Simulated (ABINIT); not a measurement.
# Quasiparticle gap of KMgF3 (Pm-3m) in ABINIT, part 3 of 3

Wanted: ground state, empty states, screening and self-energy for KMgF3 (Pm-3m).

ABINIT 10.8.3; PBE and many-body steps on it, plane waves. Known limits of the many-body steps: not at the basis limit; coarse k mesh.

So far. Step 4 (Empty states on the mesh, 2×2×2 mesh, 67 bands): On this mesh the gap is 7.354 eV. Step 5 (Screening, 2×2×2 mesh, 61 bands, screening to 106.1 eV): Local fields lower ε∞ by 6 %. On a Γ-centred mesh this coarse the value itself is usually too large, while a short band sum pulls it down.

## (6) Self-energy, 2×2×2 mesh, 61 bands, screening to 106.1 eV

The self-energy is evaluated for the states that the input lists, and the levels follow from it, in one-shot runs by the linearised quasiparticle equation.

This step: G0W0 on PBE, plane waves, norm-conserving pseudopotentials.

run.abi

```
acell 3*1.0 Angstrom
rprim 
  3.985900000000 0.000000000000 0.000000000000
  0.000000000000 3.985900000000 0.000000000000
  0.000000000000 0.000000000000 3.985900000000
ntypat 3
znucl 19 12 9
natom 5
typat 1 2 3 3 3
xred 
  0.500000000000 0.500000000000 0.500000000000
  0.000000000000 0.000000000000 0.000000000000
  0.500000000000 0.000000000000 0.000000000000
  0.000000000000 0.500000000000 0.000000000000
  0.000000000000 0.000000000000 0.500000000000
pp_dirpath "pseudos"
pseudos "K.upf, Mg.upf, F.upf"
ecut 38
ngkpt 2 2 2
nshiftk 1
shiftk 0 0 0
kptopt 1
chksymbreak 0
istwfk *1
occopt 1
irdwfk 1
optdriver 4
nband 61
gwcalctyp 0
ecutsigx 38
symsigma 1
nkptgw 2
kptgw 
  0.5000000000 0.5000000000 0.5000000000
  0.0000000000 0.0000000000 0.0000000000
bdgw 
  18 23
  18 23
ecuteps 3.9
irdscr 1
ppmodel 1
indata_prefix "in"
outdata_prefix "out"
tmpdata_prefix "tmp"
```

On the command line:

```console
> OMP_NUM_THREADS=1 mpirun -n 4 abinit run.abi > log
```

Numbers of over 12 decimals in the logs are rounded to 6 here.

Log:

```text
.Version 10.8.3 of ABINIT. v10.8.2 released Aug 2026.

 Symmetries : space group Pm -3 m (#221); Bravais cP (primitive cubic)
[... echo of the input left out ...]
== DATASET  1 ==================================================================
-   mpi_nproc: 4, omp_nthreads: 1 (-1 if OMP is not activated)

--- !DatasetInfo
iteration_state: {dtset: 1, }
dimensions: {natom: 5, nkpt: 4, mband: 61, nsppol: 1, nspinor: 1, nspden: 1, mpw: 4801, }
cutoff_energies: {ecut:  38.0, pawecutdg:  -1.0, }
electrons: {nelect:   4.00000000E+01, charge:   0.00000000E+00, occopt:   1.00000000E+00, tsmear:   1.00000000E-02, }

 SIGMA: Calculation of the GW corrections

 Based on a program developped by R.W. Godby, V. Olevano, G. Onida, and L. Reining.
 Incorporated in ABINIT by V. Olevano, G.-M. Rignanese, and M. Torrent.
.Using double precision arithmetic ; gwpc =  8

[... cell and pseudopotentials left out ...]
--------------------------------------------------------------------------------

 ==== K-mesh for the wavefunctions ====
 Number of points in the irreducible wedge :     4
[... list of points left out ...]
 Together with 48 symmetry operations and time-reversal symmetry
 yields     8 points in the full Brillouin Zone.

 ==== Q-mesh for screening function ====
 Number of points in the irreducible wedge :     4
[... list of points left out ...]
 Together with 48 symmetry operations and time-reversal symmetry
 yields     8 points in the full Brillouin Zone.

 vcoul_init : cutoff-mode = AUXILIARY_FUNCTION
 q-points for optical limit:   1
     1)      0.000010    0.000020    0.000030
 setmesh: FFT mesh size selected  =    45x   45x   45
          total number of points  =        91125

 Number of electrons calculated from density =   40.0000; Expected =   40.0000
 average of density, n =  0.093602
 r_s =    1.3663
 omega_plasma =   29.5119 [eV]

 === KS Band Gaps ===
  >>>> For spin  1
   Minimum direct gap =   7.6793 [eV], located at k-point      :   0.0000  0.0000  0.0000
   Fundamental gap    =   7.3534 [eV], Top of valence bands at :   0.5000  0.5000  0.5000
                                       Bottom of conduction at :   0.0000  0.0000  0.0000
 SIGMA fundamental parameters:
 PLASMON POLE MODEL  1
 number of plane-waves for SigmaX                 4801
 number of plane-waves for SigmaC and W            171
 number of plane-waves for wavefunctions          4801
 number of bands                                    61
 number of independent spin polarizations            1
 number of spinorial components                      1
 number of k-points in IBZ                           4
 number of q-points in IBZ                           4
 number of symmetry operations                      48
 number of k-points in BZ                            8
 number of q-points in BZ                            8
 number of frequencies for dSigma/dE                 9
 frequency step for dSigma/dE [eV]                0.25
 number of omega for Sigma on real axis              0
 max omega for Sigma on real axis  [eV]           0.00
 zcut for avoiding poles [eV]                     0.10

 EPSILON^-1 parameters (SCR file):
 dimension of the eps^-1 matrix on file            171
 dimension of the eps^-1 matrix used               171
 number of plane-waves for wavefunctions          4801
 number of bands                                    61
 number of q-points in IBZ                           4
 number of frequencies                               2
 number of real frequencies                          1
 number of imag frequencies                          1

 matrix elements of self-energy operator (all in [eV])

 Perturbative Calculation

--- !SelfEnergy_ee
iteration_state: {dtset: 1, }
kpoint     : [   0.500,    0.500,    0.500, ]
spin       : 1
KS_gap     :   10.483
QP_gap     :   15.214
Delta_QP_KS:    4.731
data: !SigmaeeData |
     Band     E0 <VxcDFT>   SigX SigC(E0)      Z dSigC/dE  Sig(E)    E-E0       E
       18   0.825 -22.989 -30.354   5.023   0.830  -0.205 -24.933  -1.944  -1.119
       19   0.825 -22.989 -30.354   5.023   0.830  -0.205 -24.933  -1.944  -1.119
       20   0.825 -22.989 -30.354   5.023   0.830  -0.205 -24.933  -1.944  -1.119
       21  11.308 -11.314  -5.632  -2.581   0.899  -0.113  -8.527   2.787  14.095
       22  11.308 -11.314  -5.632  -2.581   0.899  -0.113  -8.527   2.787  14.095
       23  11.308 -11.314  -5.632  -2.581   0.899  -0.113  -8.527   2.787  14.095

--- !SelfEnergy_ee
iteration_state: {dtset: 1, }
kpoint     : [   0.000,    0.000,    0.000, ]
spin       : 1
KS_gap     :    7.679
QP_gap     :   11.510
Delta_QP_KS:    3.830
data: !SigmaeeData |
     Band     E0 <VxcDFT>   SigX SigC(E0)      Z dSigC/dE  Sig(E)    E-E0       E
       18   0.499 -22.809 -30.112   4.922   0.832  -0.202 -24.789  -1.979  -1.480
       19   0.499 -22.809 -30.112   4.922   0.832  -0.202 -24.789  -1.979  -1.480
       20   0.499 -22.809 -30.112   4.922   0.832  -0.202 -24.789  -1.979  -1.480
       21   8.179 -10.716  -6.020  -2.638   0.899  -0.112  -8.865   1.851  10.030
       22  10.942 -10.106  -4.678  -2.548   0.902  -0.109  -7.509   2.598  13.539
       23  10.942 -10.106  -4.678  -2.548   0.902  -0.109  -7.509   2.598  13.539

== END DATASET(S) ==============================================================
================================================================================

 -outvars: echo values of variables after computation  --------
           etotal      0.0000000000E+00
            nband          61
             nkpt           4
          spgroup         221
 [... the other variables as echoed above ...]

 Calculation completed.
```

Run time: 3.9 s. Hardware: 4 MPI ranks of Arm Neoverse V2, shared host; peak memory 0.64 GiB; 15 s of CPU time.

This step gave:

* G0W0 gap on the points computed: 11.15 eV
* starting gap on the mesh: 7.354 eV
* k of the valence top: 0.5, 0.5, 0.5
* k of the conduction bottom: 0, 0, 0
* Z at the valence top: 0.83
* Z at the conduction bottom: 0.899
* least direct G0W0 gap on the computed points: 11.51 eV

The gap on the mesh goes from 7.35 eV to 11.15 eV, a correction of +3.80 eV.

Limits: finite bands, cutoff and mesh; coarse k mesh. v1 is the top filled band, c1 the lowest empty one. Levels before and after the correction, in eV, zero at the valence-band top of each column:

```tsv
	conduction bottom	valence top
Kohn-Sham	7.35	0.00
G0W0	11.15	0.00
```

```tsv
	level	energy (eV)
Kohn-Sham	(0.5 0.5 0.5) v3-v1	0.000
Kohn-Sham	(0.5 0.5 0.5) c1-c3	10.483
Kohn-Sham	Γ v3-v1	-0.326
Kohn-Sham	Γ c1	7.354
Kohn-Sham	Γ c2-c3	10.117
G0W0	(0.5 0.5 0.5) v3-v1	0.000
G0W0	(0.5 0.5 0.5) c1-c3	15.214
G0W0	Γ v3-v1	-0.361
G0W0	Γ c1	11.149
G0W0	Γ c2-c3	14.658
```

## (7) Where the time went

Times are wall times on 4 MPI ranks of Arm Neoverse V2, shared host, good to a factor of about two.

```tsv
step	time	share	memory (GiB)
ground state	27 s	35 %	0.35
bands along the symmetry lines	32 s	42 %	0.36
empty states on the mesh	8.5 s	11 %	0.29
screening	5.8 s	7 %	0.54
self-energy	3.9 s	5 %	0.64
```

## (8) Outcome

```json
{
 "PBE gap": "7.35 eV, indirect",
 "G0W0 gap on the mesh": "11.15 eV",
 "GW settings": "2×2×2 mesh, 61 bands, screening to 106.1 eV, Godby-Needs plasmon pole",
 "known limits": "not at the basis limit; coarse k mesh"
}
```

What this shows: G0W0 moves the gap on the mesh from 7.35 eV to 11.15 eV (+3.80 eV), with Z of 0.83 and 0.90 at the edges. Local fields lower the RPA ε∞ on this mesh from 2.14 to 2.01; a Γ-centred mesh this coarse tends to raise both, most where the direct gap is narrow, while a short band sum lowers them. Only 2 of the mesh's irreducible points were corrected, so a valley elsewhere could overtake. Bands and cutoff are finite, so the gap is not at the basis limit. The miss can reach some tenths of an eV and take either sign; the mesh is an error of its own. In the G0W0 run levels were corrected at 2 k points alone, so a gap called «on the mesh» is the least over those, and an edge elsewhere would be missed. The 2×2×2 mesh is coarse for this cell, which bears on the long-range parts of exchange and screening. This is the ideal cubic cell; many perovskites, halides above all, are cubic only on average, and local tilts or off-centring can widen the gap.

[Paths, hosts, dates, memory and timing lines, banners, echoed tables and standing remarks are left out of the program output.]

[Logs are printed without paths, hosts, clocks, repeated set-up lines and the standing remarks that a program may print on its own settings, such as how far it seeks lower states.]

[Runs of the session that timed out or met a known fault of the program may be left out.]

[Hosts, paths, dates, database ids (printed as entryN), source tags and the programs' standing remarks are cut or masked in the printed files.]

[G0W0 gaps are taken among the corrected bands and points alone; a level outside them can change the order at an edge.]

[Where Ansatz stands beside ABINIT at settings called matched, ABINIT's density can come from a denser mesh and the files from another edition; pairs whose starting gaps differed by over 0.03 eV were left out, so agreement reads better than it is.]
